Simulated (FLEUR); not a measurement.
# Collinear magnetic orders of CrO2 with FLEUR

Wanted: the moments of CrO2 and the energy of each order that was tried.

Calculated with FLEUR MaX-R8.1; PBE with U = 3.5 eV on Cr d; all-electron FLAPW, Dirac cores, scalar-relativistic bands.

Report form: the programs' logs are mostly left out.

### 1. Set-up

Symmetry: P4_2/mnm, No. 136, tetragonal system. Conventional cell: a = 4.421 Å, b = 4.421 Å, c = 2.917 Å, α = 90.00°, β = 90.00°, γ = 90.00°. Nearest to Cr lie 6 O at 1.88 to 1.92 Å. O has 3 Cr at 1.88 to 1.92 Å nearest. Farther neighbours and most contacts between anions are not listed.

Structure file:

```xyz
6
Lattice="4.4210 0.0000 0.0000 0.0000 4.4210 0.0000 0.0000 0.0000 2.9170" Properties=species:S:1:pos:R:3 pbc="T T T"
Cr    0.0000    0.0000    0.0000
Cr    2.2105    2.2105    1.4585
O     1.3307    1.3307    0.0000
O     0.8798    3.5412    1.4585
O     3.0903    3.0903    0.0000
O     3.5412    0.8798    1.4585
```

### 2. Run 1 (ferro ++)

The parallel start is the test of whether parallel moments hold. A Hubbard U acts on the open shell, since semilocal functionals spread its electrons too much.

inpgen writes inp.xml from crystal.txt; cutoffs, mixing, functional, smearing and local orbitals are then set in the file. The k list default-1 (kpts.xml, not shown) is a Γ-centred 8×8×8 mesh; where the ranks do not divide the number of points, some are split in two of half the weight.

Contents of inp.xml:

```
<?xml version="1.0" encoding="UTF-8" standalone="no"?>
<fleurInput fleurInputVersion="0.39">
   <comment>
      CrO2
   </comment>
   <calculationSetup>
      <cutoffs Kmax="4.4" Gmax="13.2" GmaxXC="13.2" numbands="0"/>
      <scfLoop itmax="120" minDistance="0.0001" maxIterBroyd="15" imix="Anderson" alpha="0.05" precondParam="0.0" spinf="2.0" sdNocoIR="T"/>
      <coreElectrons ctail="T" frcor="F" kcrel="0" coretail_lmax="0"/>
      <xcFunctional name="pbe" relativisticCorrections="F"/>
      <magnetism jspins="2"/>
      <soc l_soc="F" theta="0.0" phi="0.0" spav="F"/>
      <expertModes spex="0" secvar="F"/>
      <geometryOptimization l_f="F" forcealpha="1.0" forcemix="BFGS" epsdisp="0.00001" epsforce="0.00001"/>
      <ldaU l_linMix="F" mixParam="0.05" spinf="1.0"/>
   </calculationSetup>
   <cell>
      <bzIntegration valenceElectrons="52.0" mode="hist" fermiSmearingEnergy="0.00183747">
         <kPointListSelection listName="default-1"/>
         <xi:include xmlns:xi="http://www.w3.org/2001/XInclude" href="kpts.xml"> </xi:include>
      </bzIntegration>
      <xi:include xmlns:xi="http://www.w3.org/2001/XInclude" href="sym.xml"> </xi:include>
      <bulkLattice scale="1.0">
         <bravaisMatrix>
            <row-1>    8.3544791968565999     0.0000000000000000     0.0000000000000000</row-1>
            <row-2>    0.0000000000000000     8.3544791968565999     0.0000000000000000</row-2>
            <row-3>    0.0000000000000000     0.0000000000000000     5.5123311054581992</row-3>
         </bravaisMatrix>
      </bulkLattice>
   </cell>
   <atomSpecies>
      <species name="Chromium (3.000" element="Cr" atomicNumber="24">
         <mtSphere radius="2.22" gridPoints="735" logIncrement="0.016"/>
         <atomicCutoffs lmax="8" lnonsphr="6"/>
         <electronConfig flipSpins="F">
            <coreConfig>(1s1/2) (2s1/2) (2p1/2) (2p3/2)</coreConfig>
            <valenceConfig>(3s1/2) (3p1/2) (3p3/2) (4s1/2) (3d3/2) (3d5/2)</valenceConfig>
            <stateOccupation state="(4s1/2)" spinUp="0.5" spinDown="0.5"/>
            <stateOccupation state="(3d3/2)" spinUp="1.0" spinDown="1.0"/>
            <stateOccupation state="(3d5/2)" spinUp="3.0" spinDown="0.0"/>
         </electronConfig>
         <energyParameters s="4" p="4" d="3" f="4"/>
         <ldaU l="2" U="3.5" J="0.0" l_amf="F"/>
         <lo type="SCLO" l="0" n="3" eDeriv="0"/>
         <lo type="SCLO" l="1" n="3" eDeriv="0"/>
      </species>
      <species name="Oxygen (O)" element="O" atomicNumber="8">
         <mtSphere radius="1.25" gridPoints="415" logIncrement="0.025"/>
         <atomicCutoffs lmax="6" lnonsphr="4"/>
         <electronConfig flipSpins="F">
            <coreConfig>(1s1/2)</coreConfig>
            <valenceConfig>(2s1/2) (2p1/2) (2p3/2)</valenceConfig>
            <stateOccupation state="(2p1/2)" spinUp="0.666667" spinDown="0.666667"/>
            <stateOccupation state="(2p3/2)" spinUp="1.333333" spinDown="1.333333"/>
         </electronConfig>
         <energyParameters s="2" p="2" d="3" f="4"/>
      </species>
   </atomSpecies>
   <atomGroups>
      <atomGroup species="Chromium (3.000">
         <relPos label="                   1">.0000000000 .0000000000 .0000000000</relPos>
         <relPos label="                   2">1.000/2.000 1.000/2.000 1.000/2.000</relPos>
         <force calculate="T" relaxXYZ="TTT"/>
      </atomGroup>
      <atomGroup species="Oxygen (O)">
         <relPos label="                   3">.3010000000 .3010000000 .0000000000</relPos>
         <relPos label="                   4">.1990000000 -.1990000000 1.000/2.000</relPos>
         <relPos label="                   5">-.3010000000 -.3010000000 .0000000000</relPos>
         <relPos label="                   6">-.1990000000 .1990000000 1.000/2.000</relPos>
         <force calculate="T" relaxXYZ="TTT"/>
      </atomGroup>
   </atomGroups>
   <output dos="F" band="F" slice="F">
      <bandDOS minEnergy="-.5*Htr" maxEnergy="0.5*Htr" sigma="0.015" storeEVData="T"/>
      <plotting iplot="0" polar="F">
         <plot TwoD="T" vec1="  1.0  0.0  0.0" vec2="  0.0  1.0  0.0" vec3="  0.0  0.0  1.0" zero="  0.0  0.0  0.0" file="plot"/>
      </plotting>
      <moessbauerParams electricFieldGradient="F" isomerShift="F" coreHyperfine="F" valenceHyperfine="F"/>
   </output>
</fleurInput>
```

Contents of crystal.txt:

```
CrO2
&input film=F cartesian=F /
4.42100000000  0.00000000000  0.00000000000
0.00000000000  4.42100000000  0.00000000000
0.00000000000  0.00000000000  2.91700000000
1.8897261246
1.0 1.0 1.0

6
24 0.00000000000  0.00000000000  0.00000000000 : 3.000
24 0.50000000000  0.50000000000  0.50000000000 : 3.000
8 0.30100000000  0.30100000000  0.00000000000
8 0.19900000000  0.80100000000  0.50000000000
8 0.69900000000  0.69900000000  0.00000000000
8 0.80100000000  0.19900000000  0.50000000000

&kpt div1=8 div2=8 div3=8 gamma=T /
```

Command:

```sh
$ OMP_NUM_THREADS=1 inpgen -f crystal.txt > inpgen.log  # inp.xml is then edited as shown
$ OMP_NUM_THREADS=1 mpirun -n 8 fleur_MPI > fleur.log
```

Run time: 64 s. Hardware: 8 MPI ranks of Arm Neoverse V2, shared host; peak memory 0.51 GiB.

Spin moment in the muffin-tin sphere by atom:

```csv
atom,spin moment in the muffin-tin sphere (μB)
Cr1,2.26
Cr2,2.26
O3,-0.13
O4,-0.13
O5,-0.13
O6,-0.13
```

Numbers from this step:

| Property | Result |
| --- | --- |
| free energy | -65378.1520 eV |
| program's band gap on this mesh (in a metal only a level spacing) | 0.04826 eV |
| magnetization | 4 μB |
| final state | ferromagnetic, with opposed induced moments |

After 26 cycles the largest moment stands at 2.26 μB.

### 3. Run 2 (antiferro q=(0,1/2,1/2) +-+-)

An opposed order shows whether neighbours prefer unlike signs.

The cell is doubled to 12 atoms to hold this order. The mesh is halved along the doubled vector, so that both cells sample the same points. The k list default-1 (kpts.xml, not shown) is a Γ-centred 8×4×8 mesh.

Changes to inp.xml since step 2:

```diff
@@ -17,3 +17,3 @@
    <cell>
-      <bzIntegration valenceElectrons="52.0" mode="hist" fermiSmearingEnergy="0.00183747">
+      <bzIntegration valenceElectrons="104.0" mode="hist" fermiSmearingEnergy="0.00183747">
          <kPointListSelection listName="default-1"/>
@@ -25,4 +25,4 @@
             <row-1>    8.3544791968565999     0.0000000000000000     0.0000000000000000</row-1>
-            <row-2>    0.0000000000000000     8.3544791968565999     0.0000000000000000</row-2>
-            <row-3>    0.0000000000000000     0.0000000000000000     5.5123311054581992</row-3>
+            <row-2>    0.0000000000000000    16.7089583937131998     0.0000000000000000</row-2>
+            <row-3>    0.0000000000000000     8.3544791968565999     5.5123311054581992</row-3>
          </bravaisMatrix>
@@ -40,2 +40,17 @@
             <stateOccupation state="(3d5/2)" spinUp="3.0" spinDown="0.0"/>
+         </electronConfig>
+         <energyParameters s="4" p="4" d="3" f="4"/>
+         <ldaU l="2" U="3.5" J="0.0" l_amf="F"/>
+         <lo type="SCLO" l="0" n="3" eDeriv="0"/>
+         <lo type="SCLO" l="1" n="3" eDeriv="0"/>
+      </species>
+      <species name="Chromium (-3.000" element="Cr" atomicNumber="24">
+         <mtSphere radius="2.22" gridPoints="735" logIncrement="0.016"/>
+         <atomicCutoffs lmax="8" lnonsphr="6"/>
+         <electronConfig flipSpins="F">
+            <coreConfig>(1s1/2) (2s1/2) (2p1/2) (2p3/2)</coreConfig>
+            <valenceConfig>(3s1/2) (3p1/2) (3p3/2) (4s1/2) (3d3/2) (3d5/2)</valenceConfig>
+            <stateOccupation state="(4s1/2)" spinUp="0.5" spinDown="0.5"/>
+            <stateOccupation state="(3d3/2)" spinUp="1.0" spinDown="1.0"/>
+            <stateOccupation state="(3d5/2)" spinUp="0.0" spinDown="3.0"/>
          </electronConfig>
@@ -61,3 +76,8 @@
          <relPos label="                   1">.0000000000 .0000000000 .0000000000</relPos>
-         <relPos label="                   2">1.000/2.000 1.000/2.000 1.000/2.000</relPos>
+         <relPos label="                   3">1.000/2.000 .0000000000 1.000/2.000</relPos>
+         <force calculate="T" relaxXYZ="TTT"/>
+      </atomGroup>
+      <atomGroup species="Chromium (-3.000">
+         <relPos label="                   2">.0000000000 1.000/2.000 .0000000000</relPos>
+         <relPos label="                   4">1.000/2.000 1.000/2.000 1.000/2.000</relPos>
          <force calculate="T" relaxXYZ="TTT"/>
@@ -65,6 +85,13 @@
       <atomGroup species="Oxygen (O)">
-         <relPos label="                   3">.3010000000 .3010000000 .0000000000</relPos>
-         <relPos label="                   4">.1990000000 -.1990000000 1.000/2.000</relPos>
-         <relPos label="                   5">-.3010000000 -.3010000000 .0000000000</relPos>
-         <relPos label="                   6">-.1990000000 .1990000000 1.000/2.000</relPos>
+         <relPos label="                   5">.3010000000 .1505000000 .0000000000</relPos>
+         <relPos label="                   7">.1990000000 .1505000000 1.000/2.000</relPos>
+         <relPos label="                  10">-.3010000000 -.1505000000 .0000000000</relPos>
+         <relPos label="                  11">-.1990000000 -.1505000000 1.000/2.000</relPos>
+         <force calculate="T" relaxXYZ="TTT"/>
+      </atomGroup>
+      <atomGroup species="Oxygen (O)">
+         <relPos label="                   6">.3010000000 -.3495000000 .0000000000</relPos>
+         <relPos label="                   8">.1990000000 -.3495000000 1.000/2.000</relPos>
+         <relPos label="                   9">-.3010000000 .3495000000 .0000000000</relPos>
+         <relPos label="                  12">-.1990000000 .3495000000 1.000/2.000</relPos>
          <force calculate="T" relaxXYZ="TTT"/>
```

Contents of crystal.txt:

```
CrO2
&input film=F cartesian=F /
4.42100000000  0.00000000000  0.00000000000
0.00000000000  8.84200000000  0.00000000000
0.00000000000  4.42100000000  2.91700000000
1.8897261246
1.0 1.0 1.0

12
24 0.00000000000  0.00000000000  0.00000000000 : 3.000
24 0.00000000000  0.50000000000  0.00000000000 : -3.000
24 0.50000000000  0.00000000000  0.50000000000 : 3.000
24 0.50000000000  0.50000000000  0.50000000000 : -3.000
8 0.30100000000  0.15050000000  0.00000000000
8 0.30100000000  0.65050000000  0.00000000000
8 0.19900000000  0.15050000000  0.50000000000
8 0.19900000000  0.65050000000  0.50000000000
8 0.69900000000  0.34950000000  0.00000000000
8 0.69900000000  0.84950000000  0.00000000000
8 0.80100000000  0.84950000000  0.50000000000
8 0.80100000000  0.34950000000  0.50000000000

&kpt div1=8 div2=4 div3=8 gamma=T /
```

It took 11 min on 8 MPI ranks; peak memory 1.3 GiB; 90 min of CPU time.

Spin moment in the muffin-tin sphere by atom:

```csv
atom,spin moment in the muffin-tin sphere (μB)
Cr1,2.02
Cr2,-2.02
Cr3,2.02
Cr4,-2.02
O5,-0.04
O6,0.04
O7,-0.04
O8,0.04
O9,0.04
O10,-0.04
O11,-0.04
O12,0.04
```

This step gave:

- free energy: -130755.8336 eV
- program's band gap on this mesh (in a metal only a level spacing): 0.3294 eV
- magnetization: 0 μB
- final state: antiferromagnetic

It lies 118 meV a seeded atom over the first start, and its largest moment is 2.02 μB against 2.26 μB.

### 4. Start 3: antiferro q=(1/2,1/2,1/2) +-+-

Reversing part of the moments tests the sign of the couplings between them.

This order needs a doubled cell of 12 atoms. The mesh is halved along the doubled vector, so that both cells sample the same points. The k list default-1 (kpts.xml, not shown) is a Γ-centred 4×8×8 mesh.

Changes to inp.xml since step 3:

```diff
@@ -24,5 +24,5 @@
          <bravaisMatrix>
-            <row-1>    8.3544791968565999     0.0000000000000000     0.0000000000000000</row-1>
-            <row-2>    0.0000000000000000    16.7089583937131998     0.0000000000000000</row-2>
-            <row-3>    0.0000000000000000     8.3544791968565999     5.5123311054581992</row-3>
+            <row-1>   16.7089583937131998     0.0000000000000000     0.0000000000000000</row-1>
+            <row-2>    8.3544791968565999     8.3544791968565999     0.0000000000000000</row-2>
+            <row-3>    8.3544791968565999     0.0000000000000000     5.5123311054581992</row-3>
          </bravaisMatrix>
@@ -76,3 +76,3 @@
          <relPos label="                   1">.0000000000 .0000000000 .0000000000</relPos>
-         <relPos label="                   3">1.000/2.000 .0000000000 1.000/2.000</relPos>
+         <relPos label="                   3">-1.000/4.000 1.000/2.000 1.000/2.000</relPos>
          <force calculate="T" relaxXYZ="TTT"/>
@@ -80,4 +80,4 @@
       <atomGroup species="Chromium (-3.000">
-         <relPos label="                   2">.0000000000 1.000/2.000 .0000000000</relPos>
-         <relPos label="                   4">1.000/2.000 1.000/2.000 1.000/2.000</relPos>
+         <relPos label="                   2">1.000/2.000 .0000000000 .0000000000</relPos>
+         <relPos label="                   4">1.000/4.000 1.000/2.000 1.000/2.000</relPos>
          <force calculate="T" relaxXYZ="TTT"/>
@@ -85,6 +85,6 @@
       <atomGroup species="Oxygen (O)">
-         <relPos label="                   5">.3010000000 .1505000000 .0000000000</relPos>
-         <relPos label="                   7">.1990000000 .1505000000 1.000/2.000</relPos>
-         <relPos label="                  10">-.3010000000 -.1505000000 .0000000000</relPos>
-         <relPos label="                  11">-.1990000000 -.1505000000 1.000/2.000</relPos>
+         <relPos label="                   5">.0000000000 .3010000000 .0000000000</relPos>
+         <relPos label="                   7">.4490000000 -.1990000000 1.000/2.000</relPos>
+         <relPos label="                   9">.0000000000 -.3010000000 .0000000000</relPos>
+         <relPos label="                  11">.0510000000 .1990000000 1.000/2.000</relPos>
          <force calculate="T" relaxXYZ="TTT"/>
@@ -92,6 +92,6 @@
       <atomGroup species="Oxygen (O)">
-         <relPos label="                   6">.3010000000 -.3495000000 .0000000000</relPos>
-         <relPos label="                   8">.1990000000 -.3495000000 1.000/2.000</relPos>
-         <relPos label="                   9">-.3010000000 .3495000000 .0000000000</relPos>
-         <relPos label="                  12">-.1990000000 .3495000000 1.000/2.000</relPos>
+         <relPos label="                   6">1.000/2.000 .3010000000 .0000000000</relPos>
+         <relPos label="                   8">-.0510000000 -.1990000000 1.000/2.000</relPos>
+         <relPos label="                  10">1.000/2.000 -.3010000000 .0000000000</relPos>
+         <relPos label="                  12">-.4490000000 .1990000000 1.000/2.000</relPos>
          <force calculate="T" relaxXYZ="TTT"/>
```

Contents of crystal.txt:

```
CrO2
&input film=F cartesian=F /
8.84200000000  0.00000000000  0.00000000000
4.42100000000  4.42100000000  0.00000000000
4.42100000000  0.00000000000  2.91700000000
1.8897261246
1.0 1.0 1.0

12
24 0.00000000000  0.00000000000  0.00000000000 : 3.000
24 0.50000000000  0.00000000000  0.00000000000 : -3.000
24 0.75000000000  0.50000000000  0.50000000000 : 3.000
24 0.25000000000  0.50000000000  0.50000000000 : -3.000
8 0.00000000000  0.30100000000  0.00000000000
8 0.50000000000  0.30100000000  0.00000000000
8 0.44900000000  0.80100000000  0.50000000000
8 0.94900000000  0.80100000000  0.50000000000
8 0.00000000000  0.69900000000  0.00000000000
8 0.50000000000  0.69900000000  0.00000000000
8 0.05100000000  0.19900000000  0.50000000000
8 0.55100000000  0.19900000000  0.50000000000

&kpt div1=4 div2=8 div3=8 gamma=T /
```

Run time: 11 min. Hardware: 8 MPI ranks; peak memory 1.4 GiB.

The run was cut off at its time limit.

After 23 cycles the density distance stands at 7.6e-4 me/bohr³, still falling.

### 5. Start 4: antiferro q=(0,1/2,0) +-+-

The cell is doubled to 12 atoms to hold this order. The mesh is halved along the doubled vector, so that both cells sample the same points. The k list default-1 (kpts.xml, not shown) is a Γ-centred 8×4×8 mesh.

Changes to inp.xml since step 4:

```diff
@@ -24,5 +24,5 @@
          <bravaisMatrix>
-            <row-1>   16.7089583937131998     0.0000000000000000     0.0000000000000000</row-1>
-            <row-2>    8.3544791968565999     8.3544791968565999     0.0000000000000000</row-2>
-            <row-3>    8.3544791968565999     0.0000000000000000     5.5123311054581992</row-3>
+            <row-1>    8.3544791968565999     0.0000000000000000     0.0000000000000000</row-1>
+            <row-2>    0.0000000000000000    16.7089583937131998     0.0000000000000000</row-2>
+            <row-3>    0.0000000000000000     0.0000000000000000     5.5123311054581992</row-3>
          </bravaisMatrix>
@@ -76,3 +76,3 @@
          <relPos label="                   1">.0000000000 .0000000000 .0000000000</relPos>
-         <relPos label="                   3">-1.000/4.000 1.000/2.000 1.000/2.000</relPos>
+         <relPos label="                   3">1.000/2.000 1.000/4.000 1.000/2.000</relPos>
          <force calculate="T" relaxXYZ="TTT"/>
@@ -80,4 +80,4 @@
       <atomGroup species="Chromium (-3.000">
-         <relPos label="                   2">1.000/2.000 .0000000000 .0000000000</relPos>
-         <relPos label="                   4">1.000/4.000 1.000/2.000 1.000/2.000</relPos>
+         <relPos label="                   2">.0000000000 1.000/2.000 .0000000000</relPos>
+         <relPos label="                   4">1.000/2.000 -1.000/4.000 1.000/2.000</relPos>
          <force calculate="T" relaxXYZ="TTT"/>
@@ -85,6 +85,4 @@
       <atomGroup species="Oxygen (O)">
-         <relPos label="                   5">.0000000000 .3010000000 .0000000000</relPos>
-         <relPos label="                   7">.4490000000 -.1990000000 1.000/2.000</relPos>
-         <relPos label="                   9">.0000000000 -.3010000000 .0000000000</relPos>
-         <relPos label="                  11">.0510000000 .1990000000 1.000/2.000</relPos>
+         <relPos label="                   5">.3010000000 .1505000000 .0000000000</relPos>
+         <relPos label="                  11">-.1990000000 .0995000000 1.000/2.000</relPos>
          <force calculate="T" relaxXYZ="TTT"/>
@@ -92,6 +90,14 @@
       <atomGroup species="Oxygen (O)">
-         <relPos label="                   6">1.000/2.000 .3010000000 .0000000000</relPos>
-         <relPos label="                   8">-.0510000000 -.1990000000 1.000/2.000</relPos>
-         <relPos label="                  10">1.000/2.000 -.3010000000 .0000000000</relPos>
-         <relPos label="                  12">-.4490000000 .1990000000 1.000/2.000</relPos>
+         <relPos label="                   6">.3010000000 -.3495000000 .0000000000</relPos>
+         <relPos label="                  12">-.1990000000 -.4005000000 1.000/2.000</relPos>
+         <force calculate="T" relaxXYZ="TTT"/>
+      </atomGroup>
+      <atomGroup species="Oxygen (O)">
+         <relPos label="                   7">.1990000000 .4005000000 1.000/2.000</relPos>
+         <relPos label="                  10">-.3010000000 -.1505000000 .0000000000</relPos>
+         <force calculate="T" relaxXYZ="TTT"/>
+      </atomGroup>
+      <atomGroup species="Oxygen (O)">
+         <relPos label="                   8">.1990000000 -.0995000000 1.000/2.000</relPos>
+         <relPos label="                   9">-.3010000000 .3495000000 .0000000000</relPos>
          <force calculate="T" relaxXYZ="TTT"/>
```

Contents of crystal.txt:

```
CrO2
&input film=F cartesian=F /
4.42100000000  0.00000000000  0.00000000000
0.00000000000  8.84200000000  0.00000000000
0.00000000000  0.00000000000  2.91700000000
1.8897261246
1.0 1.0 1.0

12
24 0.00000000000  0.00000000000  0.00000000000 : 3.000
24 0.00000000000  0.50000000000  0.00000000000 : -3.000
24 0.50000000000  0.25000000000  0.50000000000 : 3.000
24 0.50000000000  0.75000000000  0.50000000000 : -3.000
8 0.30100000000  0.15050000000  0.00000000000
8 0.30100000000  0.65050000000  0.00000000000
8 0.19900000000  0.40050000000  0.50000000000
8 0.19900000000  0.90050000000  0.50000000000
8 0.69900000000  0.34950000000  0.00000000000
8 0.69900000000  0.84950000000  0.00000000000
8 0.80100000000  0.09950000000  0.50000000000
8 0.80100000000  0.59950000000  0.50000000000

&kpt div1=8 div2=4 div3=8 gamma=T /
```

Run time: 10 min. Hardware: 8 MPI ranks; peak memory 1.5 GiB.

The run was cut off at its time limit.

After 18 cycles the density distance stands at 0.22 me/bohr³, above the threshold of 0.0001.

[end of part 1 of 2]

[Logs and program files are shortened in this print: banners, set-up blocks, solver, clock and traceback lines can be left out without a mark of their own.]

[Logs are printed without paths, hosts, clocks, repeated set-up lines and the standing remarks that a program may print on its own settings, such as how far it seeks lower states.]

[Hosts, paths, dates, database ids (printed as entryN), source tags and the programs' standing remarks are cut or masked in the printed files.]

[Where a cell is said to come from a database of computed structures, the database is the Materials Project.]
